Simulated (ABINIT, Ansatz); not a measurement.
# CsGeBr3 (Pm-3m): bands and cutoff in G0W0 with ABINIT, part 2 of 2

Aim: raise bands and screening cutoff together for CsGeBr3 (Pm-3m) and follow gap and time.

ABINIT 10.8.3; PBEsol and many-body steps on it, plane waves. Known limits of the many-body steps: not at the basis limit; screening runs away on this mesh; no spin-orbit coupling; coarse k mesh.

So far. Step 3 (Screening, 2×2×2 mesh, 90 bands, screening to 76.2 eV): Local fields lower ε∞ by 24 %. The value itself is an artefact of the mesh, where one narrow direct gap carries too much weight. Step 4 (90 bands, 76.2 eV): The gap on the mesh goes from 0.50 eV to 1.98 eV, a correction of +1.49 eV.

## (6) 201 bands, 141.5 eV

This step: G0W0 on PBEsol, plane waves, norm-conserving pseudopotentials.

File run.abi:

```
acell 3*1.0 Angstrom
rprim 
  5.533327140000 0.000000000000 0.000000000000
  0.000000000000 5.533327140000 0.000000000000
  0.000000000000 0.000000000000 5.533327140000
ntypat 3
znucl 55 32 35
natom 5
typat 1 2 3 3 3
xred 
  0.000000000000 0.000000000000 0.000000000000
  0.500000000000 0.500000000000 0.500000000000
  0.500000000000 0.500000000000 0.000000000000
  0.500000000000 0.000000000000 0.500000000000
  0.000000000000 0.500000000000 0.500000000000
pp_dirpath "pseudos"
pseudos "Cs.upf, Ge.upf, Br.upf"
ecut 56
ngkpt 2 2 2
nshiftk 1
shiftk 0 0 0
kptopt 1
chksymbreak 0
istwfk *1
occopt 1
irdwfk 1
optdriver 4
nband 201
gwcalctyp 0
ecutsigx 56
symsigma 1
nkptgw 2
kptgw 
  0.5000000000 0.5000000000 0.5000000000
  0.0000000000 0.0000000000 0.0000000000
bdgw 
  38 44
  39 44
ecuteps 5.2
irdscr 1
ppmodel 1
indata_prefix "in"
outdata_prefix "out"
tmpdata_prefix "tmp"
```

The run is started by

```console
OMP_NUM_THREADS=1 mpirun -n 4 abinit run.abi > log
```

Numbers of over 12 decimals in the logs are rounded to 6 here.

What it wrote:

```text
.Version 10.8.3 of ABINIT. v10.8.2 released Aug 2026.

 Symmetries : space group Pm -3 m (#221); Bravais cP (primitive cubic)
[... echo of the input left out ...]
== DATASET  1 ==================================================================
-   mpi_nproc: 4, omp_nthreads: 1 (-1 if OMP is not activated)

--- !DatasetInfo
iteration_state: {dtset: 1, }
dimensions: {natom: 5, nkpt: 4, mband: 201, nsppol: 1, nspinor: 1, nspden: 1, mpw: 22983, }
cutoff_energies: {ecut:  56.0, pawecutdg:  -1.0, }
electrons: {nelect:   8.20000000E+01, charge:   0.00000000E+00, occopt:   1.00000000E+00, tsmear:   1.00000000E-02, }

 SIGMA: Calculation of the GW corrections

 Based on a program developped by R.W. Godby, V. Olevano, G. Onida, and L. Reining.
 Incorporated in ABINIT by V. Olevano, G.-M. Rignanese, and M. Torrent.
.Using double precision arithmetic ; gwpc =  8

[... cell and pseudopotentials left out ...]
--------------------------------------------------------------------------------

 ==== K-mesh for the wavefunctions ====
 Number of points in the irreducible wedge :     4
[... list of points left out ...]
 Together with 48 symmetry operations and time-reversal symmetry
 yields     8 points in the full Brillouin Zone.

 ==== Q-mesh for screening function ====
 Number of points in the irreducible wedge :     4
[... list of points left out ...]
 Together with 48 symmetry operations and time-reversal symmetry
 yields     8 points in the full Brillouin Zone.

 vcoul_init : cutoff-mode = AUXILIARY_FUNCTION
 q-points for optical limit:   1
     1)      0.000010    0.000020    0.000030
 setmesh: FFT mesh size selected  =    72x   72x   72
          total number of points  =       373248

 Number of electrons calculated from density =   82.0000; Expected =   82.0000
[...]
number of omega for Sigma on real axis              0
 max omega for Sigma on real axis  [eV]           0.00
 zcut for avoiding poles [eV]                     0.10

 EPSILON^-1 parameters (SCR file):
 dimension of the eps^-1 matrix on file            619
 dimension of the eps^-1 matrix used               619
 number of plane-waves for wavefunctions         22983
 number of bands                                   201
 number of q-points in IBZ                           4
 number of frequencies                               2
 number of real frequencies                          1
 number of imag frequencies                          1

 matrix elements of self-energy operator (all in [eV])

 Perturbative Calculation

--- !SelfEnergy_ee
iteration_state: {dtset: 1, }
kpoint     : [   0.500,    0.500,    0.500, ]
spin       : 1
KS_gap     :    0.496
QP_gap     :    1.840
Delta_QP_KS:    1.344
data: !SigmaeeData |
     Band     E0 <VxcDFT>   SigX SigC(E0)      Z dSigC/dE  Sig(E)    E-E0       E
       38   0.945 -14.884 -19.795   3.220   0.782  -0.279 -16.206  -1.322  -0.377
       39   0.945 -14.884 -19.795   3.220   0.782  -0.279 -16.206  -1.322  -0.377
       40   0.945 -14.884 -19.795   3.220   0.782  -0.279 -16.206  -1.322  -0.377
[...]
--- !SelfEnergy_ee
iteration_state: {dtset: 1, }
kpoint     : [   0.000,    0.000,    0.000, ]
spin       : 1
KS_gap     :    5.251
QP_gap     :    6.719
Delta_QP_KS:    1.468
data: !SigmaeeData |
     Band     E0 <VxcDFT>   SigX SigC(E0)      Z dSigC/dE  Sig(E)    E-E0       E
[...]
43   6.519  -7.189  -3.213  -3.575   0.833  -0.200  -6.855   0.334   6.853
       44   6.519  -7.189  -3.213  -3.575   0.833  -0.200  -6.855   0.334   6.853

== END DATASET(S) ==============================================================
================================================================================

 -outvars: echo values of variables after computation  --------
           etotal      0.0000000000E+00
            nband         201
             nkpt           4
          spgroup         221
 [... the other variables as echoed above ...]

 Calculation completed.
```

It took 60 s on 4 MPI ranks of Arm Neoverse V1, shared host; peak memory 3.1 GiB; 4 min of CPU time.

This step gave:

| Quantity | Value |
| --- | --- |
| G0W0 gap on the points computed | 1.841 eV |
| starting gap on the mesh | 0.4958 eV |
| k of the valence top | 0.5, 0.5, 0.5 |
| k of the conduction bottom | 0.5, 0.5, 0.5 |
| Z at the valence top | 0.787 |
| Z at the conduction bottom | 0.794 |
| least direct G0W0 gap on the computed points | 1.841 eV |

Against G0W0 in ABINIT (2×2×2 mesh, 90 bands, screening to 76.2 eV, Godby-Needs plasmon pole), the gap moves by −0.140 eV.

## (7) Screening, 2×2×2 mesh, 434 bands, screening to 217.7 eV

This step: RPA screening on PBEsol, plane waves, norm-conserving pseudopotentials.

Changes to run.abi since step 6:

```diff
@@ -26,17 +26,8 @@
 irdwfk 1
-optdriver 4
-nband 201
-gwcalctyp 0
-ecutsigx 56
-symsigma 1
-nkptgw 2
-kptgw 
-  0.5000000000 0.5000000000 0.5000000000
-  0.0000000000 0.0000000000 0.0000000000
-bdgw 
-  38 44
-  39 44
-ecuteps 5.2
-irdscr 1
-ppmodel 1
+optdriver 3
+nband 434
+ecuteps 8
+inclvkb 2
+awtr 1
+symchi 1
 indata_prefix "in"
```

What it wrote:

```text
.Version 10.8.3 of ABINIT. v10.8.2 released Aug 2026.

 Symmetries : space group Pm -3 m (#221); Bravais cP (primitive cubic)
[... echo of the input left out ...]
== DATASET  1 ==================================================================
-   mpi_nproc: 4, omp_nthreads: 1 (-1 if OMP is not activated)

--- !DatasetInfo
iteration_state: {dtset: 1, }
dimensions: {natom: 5, nkpt: 4, mband: 434, nsppol: 1, nspinor: 1, nspden: 1, mpw: 22983, }
cutoff_energies: {ecut:  56.0, pawecutdg:  -1.0, }
[...]
--------------------------------------------------------------------------------
[... chi0 elements left out ...]
 For q-point:  0.000010 0.000020 0.000030
  dielectric constant = 138.4125
  dielectric constant without local fields = 177.9246

  Average fulfillment of the sum rule on Im[epsilon] for q-point    1 :     65.57  [%]
[... wings left out ...]
  q-point number  2        q = ( 0.500000, 0.000000, 0.000000) [r.l.u.]
--------------------------------------------------------------------------------
[... chi0 elements left out ...]
  Average fulfillment of the sum rule on Im[epsilon] for q-point    2 :     69.40  [%]

 [... 2 further q-points ...]
```

The job ended after 13 min (4 MPI ranks; peak memory 6.6 GiB; 51 min of CPU time).

Numbers from this step:

```yaml
eps_infinity_with_local_fields_on_this_mesh_along_the_program_s_q_direction: 138.4
the_same_without_local_fields: 177.9
plasma_frequency: 25.83 eV
plane_waves_in_the_screening_matrix: 1237
```

## (8) 434 bands, 217.7 eV

This step: G0W0 on PBEsol, plane waves, norm-conserving pseudopotentials.

Changes to run.abi since step 7:

```diff
@@ -26,8 +26,17 @@
 irdwfk 1
-optdriver 3
+optdriver 4
 nband 434
+gwcalctyp 0
+ecutsigx 56
+symsigma 1
+nkptgw 2
+kptgw 
+  0.5000000000 0.5000000000 0.5000000000
+  0.0000000000 0.0000000000 0.0000000000
+bdgw 
+  38 44
+  39 44
 ecuteps 8
-inclvkb 2
-awtr 1
-symchi 1
+irdscr 1
+ppmodel 1
 indata_prefix "in"
```

What it wrote:

```text
.Version 10.8.3 of ABINIT. v10.8.2 released Aug 2026.

 Symmetries : space group Pm -3 m (#221); Bravais cP (primitive cubic)
[... echo of the input left out ...]
== DATASET  1 ==================================================================
-   mpi_nproc: 4, omp_nthreads: 1 (-1 if OMP is not activated)

--- !DatasetInfo
iteration_state: {dtset: 1, }
dimensions: {natom: 5, nkpt: 4, mband: 434, nsppol: 1, nspinor: 1, nspden: 1, mpw: 22983, }
cutoff_energies: {ecut:  56.0, pawecutdg:  -1.0, }
[...]
Band     E0 <VxcDFT>   SigX SigC(E0)      Z dSigC/dE  Sig(E)    E-E0       E
[...]
43   6.519  -7.189  -3.213  -3.732   0.833  -0.201  -6.986   0.203   6.722
       44   6.519  -7.189  -3.213  -3.732   0.833  -0.201  -6.986   0.203   6.722

== END DATASET(S) ==============================================================
================================================================================

 -outvars: echo values of variables after computation  --------
           etotal      0.0000000000E+00
            nband         434
             nkpt           4
          spgroup         221
 [... the other variables as echoed above ...]

 Calculation completed.
```

Elapsed: 6.8 min, on 4 MPI ranks; peak memory 6.6 GiB; 27 min of CPU time.

This step gave:

```
G0W0 gap on the points computed              : 1.915 eV
starting gap on the mesh                     : 0.4958 eV
k of the valence top                         : 0.5, 0.5, 0.5
k of the conduction bottom                   : 0.5, 0.5, 0.5
least direct G0W0 gap on the computed points : 1.915 eV
```

Against G0W0 in ABINIT (2×2×2 mesh, 201 bands, screening to 141.5 eV, Godby-Needs plasmon pole), the gap moves by +0.074 eV.

## (9) Side by side

Times are wall times on 4 MPI ranks of Arm Neoverse V1, shared host, good to a factor of about two. A run's time includes the screening step that it read.

```
                run   mesh  bands  screening cutoff (eV)  DFT gap (eV)  gap on the mesh (eV)  direct (eV)  ε∞ used     time
  90 bands, 76.2 eV  2×2×2     90                   76.2         0.496                 1.981        1.981   135.46     79 s
201 bands, 141.5 eV  2×2×2    201                  141.5         0.496                 1.841        1.841   137.05  4.5 min
434 bands, 217.7 eV  2×2×2    434                  217.7         0.496                 1.915        1.915   138.41   20 min
```

## (10) Results

```yaml
90_bands_76p2_ev: 1.981 eV
201_bands_141p5_ev: 1.841 eV
434_bands_217p7_ev: 1.915 eV
known_limits: not at the basis limit; screening runs away on this mesh; no spin-orbit coupling; coarse k mesh
```

In words: From the first rung to the last the gap moves by −0.07 eV for 15 times the time. The gap turns back along the series, so no limit is drawn from it. In the G0W0 runs levels were corrected at 2 k points alone, so a gap called «on the mesh» is the least over those, and an edge elsewhere would be missed. The 2×2×2 mesh is coarse for this cell, which bears on the long-range parts of exchange and screening. This is the ideal cubic cell; many perovskites, halides above all, are cubic only on average, and local tilts or off-centring can widen the gap. On this mesh the RPA ε∞ passes 90, more than nearly any semiconductor shows; a coarse mesh does this where one point with a narrow direct gap carries much weight. The screening is then too strong, and the G0W0 gap should not be taken as the material's. The many-body steps are scalar-relativistic: spin-orbit coupling is not in them.

[Paths, hosts, dates, memory and timing lines, banners, echoed tables and standing remarks are left out of the program output.]

[Logs are printed without paths, hosts, clocks, repeated set-up lines and the standing remarks that a program may print on its own settings, such as how far it seeks lower states.]

[Runs of the session that timed out or met a known fault of the program may be left out.]

[Hosts, paths, dates, database ids (printed as entryN), source tags and the programs' standing remarks are cut or masked in the printed files.]

[G0W0 gaps are taken among the corrected bands and points alone; a level outside them can change the order at an edge.]

[Where Ansatz stands beside ABINIT at settings called matched, ABINIT's density can come from a denser mesh and the files from another edition; pairs whose starting gaps differed by over 0.03 eV were left out, so agreement reads better than it is.]
